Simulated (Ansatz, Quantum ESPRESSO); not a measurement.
## Ba2C (Fm-3m): zone-centre phonons: relaxation

Quantum ESPRESSO 8.0 development, patched; DFT LDA, scalar-relativistic, plane waves, PseudoDojo norm-conserving pseudopotentials.

The structure was built from a prototype and need not be the compound's stable phase.

The structure is cubic, space group Fm-3m (No. 225). The conventional cell has a = 7.825 Å, b = 7.825 Å, c = 7.825 Å, α = 90.00°, β = 90.00°, γ = 90.00°. Nearest to Ba lie 4 C at 3.39 Å. Nearest to C lie 8 Ba at 3.39 Å. Farther neighbours are not listed.

The steps of the relaxation:

```tsv
step	energy less that of the first step (eV)	largest force (eV/Å)	pressure (GPa)	volume (Å³)
1	0.0000	0.0000	-7.20	119.78
2	-0.1941	0.0000	-7.10	115.44
3	-0.4694	0.0000	-6.83	109.12
4	-0.8341	0.0000	-5.99	100.08
5	-1.2133	0.0000	-3.22	87.48
6	-1.2647	0.0000	2.43	76.39
7	-1.2918	0.0000	-0.32	80.79
8	-1.2924	0.0000	-0.03	80.25
9	-1.2924	0.0000	0.00	80.20
10	-1.2924	0.0000	0.00	80.20
11	-1.2885	0.0000	-0.08	80.20
```

```tsv
cell as run	before	after	change
a (Å)	5.533	4.841	-12.5 %
b (Å)	5.533	4.841	-12.5 %
c (Å)	5.533	4.841	-12.5 %
volume (Å³/atom)	39.93	26.73	-33.0 %
```

The relaxed structure:

```
CELL_PARAMETERS angstrom
-3.42286 0.00000 3.42286
0.00000 3.42286 3.42286
-3.42286 3.42286 0.00000
ATOMIC_POSITIONS crystal
Ba 0.75000 0.75000 0.75000
Ba 0.25000 0.25000 0.25000
C 0.00000 0.00000 0.00000
```

The last row of the table of steps is pw.x's closing run on a basis chosen anew for the final cell, so its energy can jump.

Read from the output:

| Property | Result |
| --- | --- |
| volume per atom | 26.73 Å³ |
| pressure | -0.078 GPa |

The volume changes by -33.0 % from the cell with which this run began.

Q: Write an input that reproduces this.

The system, level and task follow from the heading and the kind of results. Meshes, cutoffs and thresholds can't be read from the results; these are the ones that the run used.

relax.in reads:

```
 &control
    calculation='vc-relax',
    prefix='x',
    outdir='./tmp',
    pseudo_dir='./pseudo',
    tprnfor=.true.,
    tstress=.true.,
    forc_conv_thr=2.0d-05,
    etot_conv_thr=1.0d-07,
    nstep=40,
 /
 &system
    ibrav=2,
    celldm(1)=14.78718251,
    nat=3,
    ntyp=2,
    ecutwfc=74.0,
    occupations='smearing',
    smearing='mv',
    degauss=0.02,
 /
 &electrons
    conv_thr=1.0d-11,
    mixing_beta=0.7,
    electron_maxstep=100,
 /
 &ions
 /
 &cell
    press_conv_thr=0.2,
 /
ATOMIC_SPECIES
 Ba    137.3270  Ba.upf
 C      12.0110  C.upf
ATOMIC_POSITIONS crystal
 Ba     0.750000000   0.750000000   0.750000000
 Ba     0.250000000   0.250000000   0.250000000
 C      0.000000000   0.000000000   0.000000000
K_POINTS automatic
 8 8 8 0 0 0
```

On the command line:

```
OMP_NUM_THREADS=1 mpirun -n 4 pw.x -nk 4 -in relax.in > relax.out
```

[Host names and launcher messages were left out of these logs when they were recorded.]

[Logs are printed without paths, hosts, clocks, repeated set-up lines and the standing remarks that a program may print on its own settings, such as how far it seeks lower states.]

[Hosts, paths, dates, database ids (printed as entryN), source tags and the programs' standing remarks are cut or masked in the printed files.]
